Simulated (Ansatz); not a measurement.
## MgO2 (R-3m): Grüneisen parameters

Aim: how the phonons of MgO2 (R-3m) shift with volume, and the thermal expansion that follows.

Program: Ansatz 0.2.0. Level of theory: DFT PBEsol+D3(BJ), scalar-relativistic, plane waves, PAW. Results are calculated unless marked as measured.

This is a report of a sequence of runs, with most program output left out.

In doubt: the dispersion correction can have small steps in the geometry for these elements (in some of the runs), which bears on fits and elastic values.

## 1. The starting structure

The structure is trigonal, space group R-3m (No. 166). Conventional cell: a = 3.143 Å, b = 3.143 Å, c = 10.335 Å, α = 90.00°, β = 90.00°, γ = 120.00°. Nearest to Mg lie 6 O at 2.07 Å. Nearest to O lie 1 O at 1.46 Å and 3 Mg at 2.07 Å. Farther neighbours and most contacts between anions are not listed.

## 2. Response at finite wavevector

The cell comes from relaxations at this level that are not shown. Stability and thermal properties need the whole zone. Linear response on a 3×3×3 q mesh gives force constants as far as a supercell of that size would, and the tensors from the zone-centre run are typed in so that the long-range dipole term is interpolated apart.

Contents of input.yaml:

```yaml
crystal:
  lattice:
    - [1.5715398684, 0.9073289661, 3.4449804859]
    - [-1.5715398684, 0.9073289661, 3.4449804859]
    - [0.0, -1.8146579321, 3.4449804859]
  atoms:
    - { symbol: Mg, position: [0.0, 0.0, 0.0] }
    - { symbol: O, position: [0.4291445267, 0.4291445267, 0.4291445267] }
    - { symbol: O, position: [0.5708554733, 0.5708554733, 0.5708554733] }
kpoints:
  mp_grid: { grid: [9, 9, 9] }
hamiltonian:
  xc: pbesol
  dispersion: d3bj
scf:
  occupations: { method: fixed }
output:
  eigenvalues: true
phonons:
  method: dfpt
  qmesh: [3, 3, 3]
  temperatures: { t_max: 1000, t_step: 50 }
  qpath:
    path:
      - [[0.0, 0.0, 0.0], [0.5, 0.5, 0.5], [0.78708834, 0.21291166, 0.5]]
      - [[0.5, -0.21291166, 0.21291166], [0.5, 0.0, 0.0], [0.0, 0.0, 0.0], [0.35645583, -0.35645583, 0.0]]
      - [[0.64354417, 0.0, 0.35645583], [0.5, 0.0, 0.5], [0.0, 0.0, 0.0]]
    npoints: 10
  non_analytic_term:
    high_frequency_dielectric_tensor: [[2.7993, 0.0, 0.0], [0.0, 2.7993, 0.0], [0.0, 0.0, 4.0156]]
    born_effective_charges:
      - { species: Mg, tensor: [[2.0118, 0.0, 0.0], [0.0, 2.0118, 0.0], [0.0, 0.0, 2.0624]] }
      - { species: O, tensor: [[-1.0059, 0.0, 0.0], [0.0, -1.0059, 0.0], [0.0, 0.0, -1.0312]] }
      - { species: O, tensor: [[-1.0059, 0.0, 0.0], [0.0, -1.0059, 0.0], [0.0, 0.0, -1.0312]] }
    source: "zone-centre run at this cell"
```

On the command line:

```sh
> ansatz run input.yaml --threads 4 --pin off --max-ram 7168MiB --backend cpu --events-out ev --progress --plain --runs-dir out
```

Wall time 2.7 min (4 threads of Arm Neoverse V1, shared host); peak memory 1 GiB.

This step gave:

```yaml
gap_on_the_k_mesh: 2.612 eV
volume_per_atom: 9.824 Å³
sum_rule_residual_before_enforcement: 3.66e-5 eV/Å²
lowest_frequency_on_the_path: 0 cm⁻¹
point_group: -3m
highest_frequency_on_the_path_or_at_a_solved_wavevector: 966.7 cm⁻¹
mean_frequency: 409.9 cm⁻¹
debye_temperature_second_moment: 857 K
logarithmic_mean_frequency: 362.4 cm⁻¹
highest_optical_mode_at_the_zone_centre_no_lo_to_term: 966.7 cm⁻¹
lowest_optical_zone_centre_mode: 306.4 cm⁻¹
lowest_mode_on_the_q_mesh_acoustic_modes_at_gamma_apart: 90.12 cm⁻¹
zero_point_energy_per_atom: 76.22 meV
heat_capacity_at_300_k: 18.18 J/(mol atoms K)
vibrational_entropy_at_300_k: 15.25 J/(mol atoms K)
edges_of_the_widest_gap_between_branches_on_path_and_mesh: 596.4, 896.7 cm⁻¹
```

Frequencies (cm⁻¹) solved at each irreducible wavevector; negative means imaginary. Frequencies by wavevector, by row:

```csv
q in reciprocal lattice units,star,mode 1,mode 2,mode 3,mode 4,mode 5,mode 6,mode 7,mode 8,mode 9
0 0 0,1,0,0,0,306.4,306.4,388.9,425.3,425.3,966.7
0 0 0.3333,6,134.7,189.8,307.7,313.7,342.8,427,447.3,537.2,950.4
0 0.3333 0.3333,6,159.9,198.2,325.9,345.8,377.1,406.7,433.6,496.3,931.1
0 0.3333 -0.3333,6,230.2,302.2,325.3,343.3,387.8,409.5,459.7,465.5,931.4
0.3333 0.3333 0.3333,2,90.1,90.1,289.8,289.8,328.3,444.4,444.4,498.6,918.1
0.3333 0.3333 -0.3333,6,156.1,286.9,321.9,330.4,388.4,413.4,449.8,478.2,915.1
```

Symmetry leaves 6 wavevectors to solve. The lowest mode among them, the acoustic zeros apart, lies at q = (0.333, 0.333, 0.333) and is real, 90.1 cm⁻¹.

## 3. Relaxing at another volume, volume ratio 0.97

The volume is scaled by 0.97 and held, while shape and atoms relax as far as symmetry allows. The modes can then be followed against volume.

Contents of input.yaml:

```yaml
crystal:
  lattice:
    - [1.5556646429, 0.8981634004, 3.4101803239]
    - [-1.5556646429, 0.8981634004, 3.4101803239]
    - [0.0, -1.7963268008, 3.4101803239]
  atoms:
    - { symbol: Mg, position: [0.0, 0.0, 0.0] }
    - { symbol: O, position: [0.4291445267, 0.4291445267, 0.4291445267] }
    - { symbol: O, position: [0.5708554733, 0.5708554733, 0.5708554733] }
kpoints:
  mp_grid: { grid: [9, 9, 9] }
hamiltonian:
  xc: pbesol
  dispersion: d3bj
scf:
  occupations: { method: fixed }
output:
  forces: true
  stress: true
  eigenvalues: true
relax:
  adjacent_minimum: "off"
  f_tol: 0.001
  max_steps: 60
  cell: { stress_tol: 0.01, fix: [volume] }
```

The job ended after 4.9 s (4 threads; peak memory 0.33 GiB; 17 s of CPU time).

The steps of the relaxation:

```csv
step,energy less that of the first step (eV),largest force component (eV/Å),pressure (GPa),volume (Å³)
1,0.0000,0.1641,4.73,28.59
2,-0.0014,0.0659,4.30,28.59
3,-0.0015,0.0335,4.30,28.59
4,-0.0015,0.0006,4.28,28.59
5*,-0.0012,0.0013,4.26,28.59
6,-0.0011,0.0008,4.30,28.59
7*,-0.0012,0.0007,4.31,28.59
```

Relaxation steps marked * repeat the geometry before them on a plane-wave basis chosen anew for their cell, so energy and pressure can jump there.

Forces are held to the 12 operations that the run works with; a distortion that breaks them can't arise in this run.

```csv
"conventional cell, symmetrised",before,after,change
a (Å),3.111,3.105,-0.2 %
b (Å),3.111,3.105,-0.2 %
c (Å),10.231,10.275,+0.4 %
volume (Å³/atom),9.53,9.53,-0.0 %
```

The relaxed structure:

```cif
data_structure
_symmetry_space_group_name_H-M 'P 1'
_symmetry_Int_Tables_number 1
_cell_length_a 3.8656
_cell_length_b 3.8656
_cell_length_c 3.8656
_cell_angle_alpha 47.352
_cell_angle_beta 47.352
_cell_angle_gamma 47.352
_cell_volume 28.59
loop_
_atom_site_label
_atom_site_type_symbol
_atom_site_fract_x
_atom_site_fract_y
_atom_site_fract_z
_atom_site_occupancy
Mg1 Mg 0.00000 0.00000 0.00000 1
O2 O 0.42916 0.42916 0.42916 1
O3 O 0.57084 0.57084 0.57084 1
```

Numbers from this step:

- pressure: 4.308 GPa
- gap on the k-mesh: 2.712 eV
- volume per atom: 9.530 Å³
- direct gap on mesh: 2.712 eV

The relaxation ends with a largest force component of 6.8e-4 eV/Å.

## 4. Phonons at the other volume, volume ratio 0.97

The phonons are repeated at this volume on the same k and q meshes.

Contents of input.yaml:

```yaml
crystal:
  lattice:
    - [1.5523058277, 0.8962241875, 3.4249539046]
    - [-1.5523058277, 0.8962241875, 3.4249539046]
    - [0.0, -1.792448375, 3.4249539046]
  atoms:
    - { symbol: Mg, position: [0.0, 0.0, 0.0] }
    - { symbol: O, position: [0.4291570795, 0.4291570795, 0.4291570795] }
    - { symbol: O, position: [0.5708429205, 0.5708429205, 0.5708429205] }
kpoints:
  mp_grid: { grid: [9, 9, 9] }
hamiltonian:
  xc: pbesol
  dispersion: d3bj
scf:
  occupations: { method: fixed }
output:
  eigenvalues: true
phonons:
  method: dfpt
  dielectric: true
  rigid_motions: translations
  qmesh: [3, 3, 3]
  temperatures: { t_max: 1000, t_step: 50 }
  qpath:
    path:
      - [[0.0, 0.0, 0.0], [0.5, 0.5, 0.5], [0.78768419, 0.21231581, 0.5]]
      - [[0.5, -0.21231581, 0.21231581], [0.5, 0.0, 0.0], [0.0, 0.0, 0.0], [0.3561579, -0.3561579, 0.0]]
      - [[0.6438421, 0.0, 0.3561579], [0.5, 0.0, 0.5], [0.0, 0.0, 0.0]]
    npoints: 10
```

The job ended after 2.9 min (4 threads; peak memory 1.1 GiB).

This step gave:

* sum-rule residual before enforcement: 4.01e-4 eV/Å²
* miss of the charge sum rule: 0.001709 e
* estimated error of the dielectric tensor: 0.009839
* estimated error of the Born charges: 0.01153 e
* highest frequency on the path or at a solved wavevector: 994.7 cm⁻¹
* mean frequency: 424.3 cm⁻¹
* Debye temperature (second moment): 888 K
* logarithmic mean frequency: 373.2 cm⁻¹
* highest optical mode at the zone centre (no LO-TO term): 994.7 cm⁻¹
* lowest optical zone-centre mode: 311.8 cm⁻¹
* mean high-frequency dielectric constant: 3.187
* largest Born charge (third of the trace): 2.016 e
* mean static dielectric constant: 5.855
* top of the zone-centre spectrum with the field: 994.7 cm⁻¹
* lowest mode on the q mesh (acoustic modes at Γ apart): 80.27 cm⁻¹
* zero-point energy per atom: 78.91 meV

Frequencies (cm⁻¹) solved at each irreducible wavevector; negative means imaginary. Frequencies by wavevector, by row:

```
q in reciprocal lattice units  star  mode 1  mode 2  mode 3  mode 4  mode 5  mode 6  mode 7  mode 8  mode 9
                        0 0 0     1       0       0       0   311.8   311.8   409.2   451.9   451.9   994.7
                   0 0 0.3333     6     127   193.8   322.5   327.2   356.3   442.8   471.6   556.7   979.3
              0 0.3333 0.3333     6     159   198.7   334.8     353   399.7   421.4   461.9   517.3   959.4
             0 0.3333 -0.3333     6   230.5   305.3   341.3   349.2   402.6   431.3   482.2   490.9     960
         0.3333 0.3333 0.3333     2    80.3    80.3   304.5   304.5   338.6   466.5   466.5     515   946.5
        0.3333 0.3333 -0.3333     6   149.2   289.1     338   338.1   406.2   433.2   473.2   500.2   943.6
```

The highest optical mode at the zone centre (no LO-TO term) is 994.7 cm⁻¹, +28.0 cm⁻¹ against the base run.

## 5. Relaxing at another volume, volume ratio 1.03

The volume is scaled by 1.03 and held, while shape and atoms relax as far as symmetry allows. The modes can then be followed against volume.

Contents of input.yaml:

```yaml
crystal:
  lattice:
    - [1.5871006811, 0.9163130055, 3.479091422]
    - [-1.5871006811, 0.9163130055, 3.479091422]
    - [0.0, -1.8326260109, 3.479091422]
  atoms:
    - { symbol: Mg, position: [0.0, 0.0, 0.0] }
    - { symbol: O, position: [0.4291445267, 0.4291445267, 0.4291445267] }
    - { symbol: O, position: [0.5708554733, 0.5708554733, 0.5708554733] }
kpoints:
  mp_grid: { grid: [9, 9, 9] }
hamiltonian:
  xc: pbesol
  dispersion: d3bj
scf:
  occupations: { method: fixed }
output:
  forces: true
  stress: true
  eigenvalues: true
relax:
  adjacent_minimum: "off"
  f_tol: 0.001
  max_steps: 60
  cell: { stress_tol: 0.01, fix: [volume] }
```

Run time: 5 s. Hardware: 4 threads; peak memory 0.33 GiB.

Step by step:

```csv
step,energy less that of the first step (eV),largest force component (eV/Å),pressure (GPa),volume (Å³)
1,0.0000,0.1473,-4.05,30.36
2,-0.0006,0.0745,-3.81,30.36
3,-0.0007,0.0332,-3.79,30.36
4,-0.0007,0.0003,-3.77,30.36
5*,-0.0009,0.0002,-3.76,30.36
6,-0.0009,0.0004,-3.71,30.36
7*,-0.0009,0.0001,-3.70,30.36
```

Relaxation steps marked * repeat the geometry before them on a plane-wave basis chosen anew for their cell, so energy and pressure can jump there.

Forces are held to the 12 operations that the run works with; a distortion that breaks them can't arise in this run.

```
conventional cell, symmetrised  before   after  change
                         a (Å)   3.174   3.180  +0.2 %
                         b (Å)   3.174   3.180  +0.2 %
                         c (Å)  10.437  10.396  -0.4 %
              volume (Å³/atom)   10.12   10.12  +0.0 %
```

The relaxed structure:

```cif
data_structure
_symmetry_space_group_name_H-M 'P 1'
_symmetry_Int_Tables_number 1
_cell_length_a 3.9219
_cell_length_b 3.9219
_cell_length_c 3.9219
_cell_angle_alpha 47.842
_cell_angle_beta 47.842
_cell_angle_gamma 47.842
_cell_volume 30.36
loop_
_atom_site_label
_atom_site_type_symbol
_atom_site_fract_x
_atom_site_fract_y
_atom_site_fract_z
_atom_site_occupancy
Mg1 Mg 0.00000 0.00000 0.00000 1
O2 O 0.42917 0.42917 0.42917 1
O3 O 0.57083 0.57083 0.57083 1
```

This step gave:

- pressure: -3.702 GPa
- gap on the k-mesh: 2.512 eV
- volume per atom: 10.12 Å³
- direct gap on mesh: 2.515 eV

The relaxation ends with a largest force component of 9.1e-5 eV/Å.

## 6. Phonons at the other volume, volume ratio 1.03

Contents of input.yaml:

```yaml
crystal:
  lattice:
    - [1.5902252119, 0.9181169542, 3.4654331692]
    - [-1.5902252119, 0.9181169542, 3.4654331692]
    - [0.0, -1.8362339083, 3.4654331692]
  atoms:
    - { symbol: Mg, position: [0.0, 0.0, 0.0] }
    - { symbol: O, position: [0.429166254, 0.429166254, 0.429166254] }
    - { symbol: O, position: [0.570833746, 0.570833746, 0.570833746] }
kpoints:
  mp_grid: { grid: [9, 9, 9] }
hamiltonian:
  xc: pbesol
  dispersion: d3bj
scf:
  occupations: { method: fixed }
output:
  eigenvalues: true
phonons:
  method: dfpt
  dielectric: true
  rigid_motions: translations
  qmesh: [3, 3, 3]
  temperatures: { t_max: 1000, t_step: 50 }
  qpath:
    path:
      - [[0.0, 0.0, 0.0], [0.5, 0.5, 0.5], [0.78653938, 0.21346062, 0.5]]
      - [[0.5, -0.21346062, 0.21346062], [0.5, 0.0, 0.0], [0.0, 0.0, 0.0], [0.35673031, -0.35673031, 0.0]]
      - [[0.64326969, 0.0, 0.35673031], [0.5, 0.0, 0.5], [0.0, 0.0, 0.0]]
    npoints: 10
```

Elapsed: 3.1 min, on 4 threads; peak memory 1.1 GiB; 12 min of CPU time.

Numbers from this step:

| Property | Result |
| --- | --- |
| sum-rule residual before enforcement | 5.26e-4 eV/Å² |
| miss of the charge sum rule | 0.001499 e |
| estimated error of the dielectric tensor | 0.01005 |
| estimated error of the Born charges | 0.01135 e |
| highest frequency on the path or at a solved wavevector | 940.8 cm⁻¹ |
| mean frequency | 396.1 cm⁻¹ |
| Debye temperature (second moment) | 828 K |
| logarithmic mean frequency | 351.5 cm⁻¹ |
| highest optical mode at the zone centre (no LO-TO term) | 940.8 cm⁻¹ |
| lowest optical zone-centre mode | 301.4 cm⁻¹ |
| mean high-frequency dielectric constant | 3.223 |
| largest Born charge (third of the trace) | 2.042 e |
| mean static dielectric constant | 6.459 |
| top of the zone-centre spectrum with the field | 940.8 cm⁻¹ |
| lowest mode on the q mesh (acoustic modes at Γ apart) | 96.93 cm⁻¹ |
| zero-point energy per atom | 73.67 meV |

The highest optical mode at the zone centre (no LO-TO term) is 940.8 cm⁻¹, -25.9 cm⁻¹ against the base run.

## 7. Grüneisen parameters

The Grüneisen parameter of a mode is minus the logarithmic change of its frequency with volume, −d ln ω / d ln V; weighted by heat capacity it gives the expansion.

This step gave:

```yaml
bulk_modulus: 133.5 GPa
```

Phonon branches along the path, in cm⁻¹:

| point | branch 1 | branch 2 | branch 3 | branch 4 | branch 5 | branch 6 | branch 7 | branch 8 | branch 9 |
| --- | --- | --- | --- | --- | --- | --- | --- | --- | --- |
| Γ | 0 | 0 | 0 | 306 | 306 | 425 | 425 | 528 | 967 |
| halfway | 84 | 84 | 253 | 293 | 293 | 438 | 438 | 513 | 937 |
| T | 86 | 86 | 290 | 290 | 441 | 443 | 451 | 451 | 897 |
| halfway | 164 | 236 | 327 | 328 | 379 | 412 | 454 | 476 | 906 |
| H2 | 239 | 300 | 316 | 334 | 400 | 419 | 456 | 458 | 925 |
| jump to H0 | 239 | 300 | 316 | 334 | 400 | 419 | 456 | 458 | 925 |
| halfway | 238 | 255 | 304 | 338 | 403 | 423 | 465 | 470 | 939 |
| L | 165 | 254 | 289 | 307 | 424 | 452 | 454 | 485 | 947 |
| halfway | 103 | 143 | 246 | 308 | 358 | 394 | 440 | 561 | 955 |
| Γ | 0 | 0 | 0 | 306 | 306 | 391 | 425 | 591 | 967 |
| halfway | 158 | 172 | 258 | 332 | 359 | 386 | 460 | 542 | 952 |
| S0 | 226 | 312 | 320 | 339 | 397 | 409 | 458 | 461 | 928 |
| jump to S2 | 226 | 312 | 320 | 339 | 397 | 409 | 458 | 461 | 928 |
| halfway | 216 | 234 | 334 | 362 | 400 | 422 | 453 | 455 | 921 |
| F | 190 | 214 | 341 | 358 | 401 | 431 | 449 | 456 | 918 |
| halfway | 126 | 162 | 263 | 334 | 367 | 405 | 434 | 519 | 944 |
| Γ | 0 | 0 | 0 | 306 | 306 | 396 | 425 | 580 | 967 |

The same for volume x 0.97:

```
point  branch 1  branch 2  branch 3  branch 4  branch 5  branch 6  branch 7  branch 8  branch 9
    Γ         0         0         0       312       312       452       452       547       995
    T        71        71       308       308       454       458       472       472       925
   H2       239       304       319       350       424       430       482       483       953
   H0       239       304       319       350       424       430       482       483       953
    L       156       261       302       324       440       466       478       504       976
    Γ         0         0         0       312       312       412       452       614       995
   S0       226       316       326       354       410       430       482       487       957
   S2       226       316       326       354       410       430       482       487       957
    F       189       214       350       365       423       460       461       484       946
    Γ         0         0         0       312       312       418       452       602       995
```

The same for volume x 1.03:

```csv
point,branch 1,branch 2,branch 3,branch 4,branch 5,branch 6,branch 7,branch 8,branch 9
Γ,0,0,0,301,301,400,400,512,941
T,97,97,273,273,429,429,431,431,870
H2,238,295,312,319,377,407,431,437,898
H0,238,295,312,319,377,407,431,437,898
L,172,246,276,290,408,432,439,468,920
Γ,0,0,0,301,301,372,400,570,941
S0,225,306,314,325,383,390,437,438,902
S2,225,306,314,325,383,390,437,438,902
F,190,214,330,351,383,403,429,438,892
Γ,0,0,0,301,301,376,400,559,941
```

Mode Grueneisen parameter -dln(w)/dln(V), modes matched by rank; at Γ the acoustic branches take the value of a neighbouring point of the path. The mode Grüneisen parameters at the labelled points ():

```csv
point,branch 1,branch 2,branch 3,branch 4,branch 5,branch 6,branch 7,branch 8,branch 9
Γ,-0.70,-0.70,1.03,0.57,0.57,2.04,2.04,1.10,0.93
halfway,-2.00,-2.00,1.03,1.29,1.29,1.72,1.72,1.07,0.96
T,-5.15,-5.15,1.97,1.97,0.94,1.10,1.50,1.50,1.02
halfway,-0.79,0.56,1.11,1.08,1.94,1.00,1.60,1.54,1.00
H2,0.10,0.47,0.37,1.52,1.96,0.91,1.85,1.67,0.99
jump to H0,0.10,0.47,0.37,1.52,1.96,0.91,1.85,1.67,0.99
halfway,0.46,-0.01,1.45,1.57,1.18,1.17,1.73,1.41,0.99
L,-1.67,0.97,1.54,1.89,1.26,1.25,1.44,1.22,0.98
halfway,-1.80,0.43,1.24,1.24,1.44,1.16,1.83,1.20,0.96
Γ,-2.66,-1.01,1.22,0.57,0.57,1.69,2.04,1.22,0.93
halfway,0.01,0.82,0.75,1.36,1.09,1.68,1.67,1.19,0.96
S0,0.06,0.54,0.66,1.41,1.17,1.62,1.62,1.79,0.98
jump to S2,0.06,0.54,0.66,1.41,1.17,1.62,1.62,1.79,0.98
halfway,-0.05,0.34,0.87,0.93,1.58,1.55,1.72,1.69,0.98
F,-0.11,0.04,1.02,0.67,1.63,2.22,1.20,1.65,0.98
halfway,-0.23,0.18,0.97,0.64,1.87,1.10,2.08,1.25,0.96
Γ,-0.40,0.29,0.67,0.57,0.57,1.74,2.04,1.22,0.93
```

(dS/dlnV)/C_V. The thermodynamic Grueneisen parameter by temperature:

```
temperature (K)  thermodynamic Grueneisen parameter
             50                              -0.474
            100                               0.372
            150                               0.695
            200                               0.824
            250                               0.886
            300                               0.921
            350                               0.942
            400                               0.955
            450                               0.963
            500                                0.97
            550                               0.974
            600                               0.978
            650                               0.981
            700                               0.983
            750                               0.985
            800                               0.986
            850                               0.987
            900                               0.987
            950                               0.989
           1000                               0.989
```

Gamma C_V/(B V) at the static volume. Volume expansion against temperature:

```csv
temperature (K),volume expansion (1e-6/K)
50,-0.63
100,2.47
150,8.84
200,14.3
250,18.3
300,21.2
350,23.3
400,24.8
450,25.9
500,26.9
550,27.6
600,28.1
650,28.6
700,28.9
750,29.2
800,29.5
850,29.7
900,29.9
950,30.0
1000,30.1
```

## 8. Outcome

| Property | Result |
| --- | --- |
| bulk modulus | 134 GPa |
| gap deformation potential | -3.32 eV |
| thermodynamic Grüneisen parameter at 300 K | 0.921 |
| volume expansion at 300 K, estimated | 21.2 × 10⁻⁶ K⁻¹ |

What this shows: By this estimate the volume grows by 21.2 × 10⁻⁶ per kelvin at 300 K. Without the field, the highest optical mode at Γ goes from 995 to 941 cm⁻¹ as the cell grows, a Grüneisen parameter of 0.93. Mode parameters on the path run from -5.2 to 2.2, with a median of 1.1. Modes with negative values stiffen as the cell grows and pull against the expansion. Branches are matched by rank, so values near crossings are rough. The expansion is the Grüneisen estimate at the static volume, with the static bulk modulus. The program warns that the interpolation holds no quadrupole term, so branches close to Γ can be off in this crystal. In the phonons the program treats the change of the C6 weights of the dispersion term with coordination only in part.

[Logs are printed without paths, hosts, clocks, repeated set-up lines and the standing remarks that a program may print on its own settings, such as how far it seeks lower states.]

[Hosts, paths, dates, database ids (printed as entryN), source tags and the programs' standing remarks are cut or masked in the printed files.]
